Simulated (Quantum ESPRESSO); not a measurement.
# KF (Carobbiite): phonon deformation potentials, worked out

Aim: the phonon deformation potentials p and q of KF (Carobbiite), tested on a biaxially strained cell.

Main program and level: Quantum ESPRESSO 7.5; DFT LDA, scalar-relativistic, plane waves, PseudoDojo norm-conserving pseudopotentials.

## Step 1: The relaxed structure

It takes space group Fm-3m (No. 225, cubic). The conventional cell has a = 5.158 Å, b = 5.158 Å, c = 5.158 Å, α = 90.00°, β = 90.00°, γ = 90.00°. Nearest to K lie 6 F at 2.58 Å. F has 6 K at 2.58 Å nearest. Farther neighbours and most contacts between anions are not listed.

This is the cell after its relaxation at this level of theory, not the database cell from which that began.

## Step 2: Uniaxial strain

The relaxed cell is stretched along z alone. This keeps all atoms on sites fixed by symmetry and splits the threefold mode into a singlet, polarised along z, and a doublet. The macroscopic field is left out, so these are transverse modes. Cutoff 92 Ry, k mesh 8×8×8.

From the response at ε_zz = 0.01:

Log:

```text
[banners, grids, parts of the stress and lines that vanish by symmetry left out]
Program PHONON v.7.5
     Reading xml data from directory:

[...]
Exchange-correlation= PW
                           (   1   4   0   0   0   0   0)
[...]
kinetic-energy cut-off    =      92.0000  Ry
     charge density cut-off    =     368.0000  Ry
     convergence threshold     =      1.0E-18
[...]
Exchange-correlation= PW
                           (   1   4   0   0   0   0   0)
[...]
q = (   0.0000000   0.0000000   0.0000000 )
     17 Sym.Ops. (with q -> -q+G )
     G cutoff =  447.3071  (  27847 G-vectors)     FFT grid: ( 45, 45, 45)
     number of k points=    59
[...]
Mode symmetry, D_4h(4/mmm) point group:
[...]
Representation #   1 mode #   1
[...]
End of self-consistent calculation
     Convergence has been achieved
     Representation #   2 mode #   2
[...]
End of self-consistent calculation
     Convergence has been achieved
     Representation #   3 modes #   3   4
[...]
End of self-consistent calculation
     Convergence has been achieved
     Representation #   4 modes #   5   6
[...]
End of self-consistent calculation
     Convergence has been achieved
[...]
q = (    0.000000000   0.000000000   0.000000000 )
[...]
freq (    1) =      -0.052229 [THz] =      -1.742180 [cm-1]
     freq (    2) =      -0.051293 [THz] =      -1.710936 [cm-1]
     freq (    3) =      -0.051293 [THz] =      -1.710936 [cm-1]
     freq (    4) =       5.802234 [THz] =     193.541692 [cm-1]
     freq (    5) =       6.352767 [THz] =     211.905503 [cm-1]
     freq (    6) =       6.352767 [THz] =     211.905503 [cm-1]
[...]
Mode symmetry, D_4h(4/mmm) point group:
     freq (   1-   1) =         -1.7  [cm-1]   --> A_2u X_4' M_4'  I
     freq (   2-   3) =         -1.7  [cm-1]   --> E_u  X_5' M_5'  I
     freq (   4-   4) =        193.5  [cm-1]   --> A_2u X_4' M_4'  I
     freq (   5-   6) =        211.9  [cm-1]   --> E_u  X_5' M_5'  I

   JOB DONE.
```

```csv
ε_zz,singlet (cm⁻¹),doublet (cm⁻¹),σ_zz (GPa),σ_xx (GPa)
-0.01,228.92,209.76,-1.032,-0.172
-0.005,219.87,210.39,-0.495,-0.082
0,210.96,210.96,0.007,0.007
0.005,202.18,211.45,0.474,0.093
0.01,193.54,211.91,0.909,0.177
```

Stress is counted positive in tension.

## Step 3: The fit

To first order ω² − ω₀² = p ε_zz + q (ε_xx + ε_yy) for the mode along z, and likewise for x and y. With ε_zz alone the singlet gives p and the doublet q.

The linear terms of parabolas through ω² are p = -16.79 ω₀² and q = 1.02 ω₀², with ω₀ = 211.0 cm⁻¹. Those of the stresses are C11 = 97 GPa and C12 = 17 GPa. Under hydrostatic strain p and q imply γ = −(p + 2q)/(6 ω₀²) = 2.46.

A layer held to an in-plane strain ε and free along z takes ε_zz = −2 (C12/C11) ε = -0.360 ε. To first order the singlet then shifts by (q − p C12/C11) ε / ω₀ = 852 ε cm⁻¹. For ε = 0.004, ε_zz = -0.00144, the formulas for ω² predict 214.34 cm⁻¹ for the singlet and 204.04 cm⁻¹ for the doublet.

## Step 4: A biaxially strained cell

This run was no part of the fit.

Log:

```text
[banners, grids, parts of the stress and lines that vanish by symmetry left out]
[banner, memory and clock lines left out]
Program PHONON v.7.5

[...]
Exchange-correlation= PW
                           (   1   4   0   0   0   0   0)
[...]
kinetic-energy cut-off    =      92.0000  Ry
     charge density cut-off    =     368.0000  Ry
     convergence threshold     =      1.0E-18
[...]
Exchange-correlation= PW
                           (   1   4   0   0   0   0   0)
[...]
q = (   0.0000000   0.0000000   0.0000000 )
     17 Sym.Ops. (with q -> -q+G )
     G cutoff =  443.9941  (  27765 G-vectors)     FFT grid: ( 45, 45, 45)
     number of k points=    59
[...]
Mode symmetry, D_4h(4/mmm) point group:
[...]
Representation #   1 mode #   1
[...]
End of self-consistent calculation
     Convergence has been achieved
     Representation #   2 mode #   2
[...]
End of self-consistent calculation
     Convergence has been achieved
     Representation #   3 modes #   3   4
[...]
End of self-consistent calculation
     Convergence has been achieved
     Representation #   4 modes #   5   6
[...]
End of self-consistent calculation
     Convergence has been achieved
[...]
q = (    0.000000000   0.000000000   0.000000000 )
[...]
freq (    1) =      -0.075374 [THz] =      -2.514196 [cm-1]
     freq (    2) =      -0.075374 [THz] =      -2.514196 [cm-1]
     freq (    3) =      -0.075320 [THz] =      -2.512411 [cm-1]
     freq (    4) =       6.121164 [THz] =     204.180052 [cm-1]
     freq (    5) =       6.121164 [THz] =     204.180052 [cm-1]
     freq (    6) =       6.424440 [THz] =     214.296250 [cm-1]
[...]
Mode symmetry, D_4h(4/mmm) point group:
     freq (   1-   1) =         -2.5  [cm-1]   --> A_2u X_4' M_4'  I
     freq (   2-   3) =         -2.5  [cm-1]   --> E_u  X_5' M_5'  I
     freq (   4-   5) =        204.2  [cm-1]   --> E_u  X_5' M_5'  I
     freq (   6-   6) =        214.3  [cm-1]   --> A_2u X_4' M_4'  I
```

```csv
mode,predicted (cm⁻¹),run (cm⁻¹)
singlet,214.34,214.30
doublet,204.04,204.18
```

The stress along z is 0.006 GPa and that in the plane 0.426 GPa; the unstrained cell carries 0.007 GPa.

## Step 5: Results

| Item | Value |
| --- | --- |
| p (in units of the squared frequency) | -16.79 |
| q (same units) | 1.016 |
| shift of the singlet per unit of biaxial strain | 852 cm⁻¹ |
| C11 and C12 | 97 and 17 GPa |

In words: To first order, one per cent of tensile biaxial strain moves the singlet of KF (Carobbiite) by 8.5 cm⁻¹ and the doublet by -17.0 cm⁻¹; the formulas miss the test run by up to 0.14 cm⁻¹. In the rock-salt structure this mode is infrared active and has no first-order Raman line. The third potential, r, needs shear strain, which was not run. These are harmonic values at zero temperature.

[Host names and launcher messages were left out of these logs when they were recorded.]

[Logs are printed without paths, hosts, clocks, repeated set-up lines and the standing remarks that a program may print on its own settings, such as how far it seeks lower states.]

[Hosts, paths, dates, database ids (printed as entryN), source tags and the programs' standing remarks are cut or masked in the printed files.]
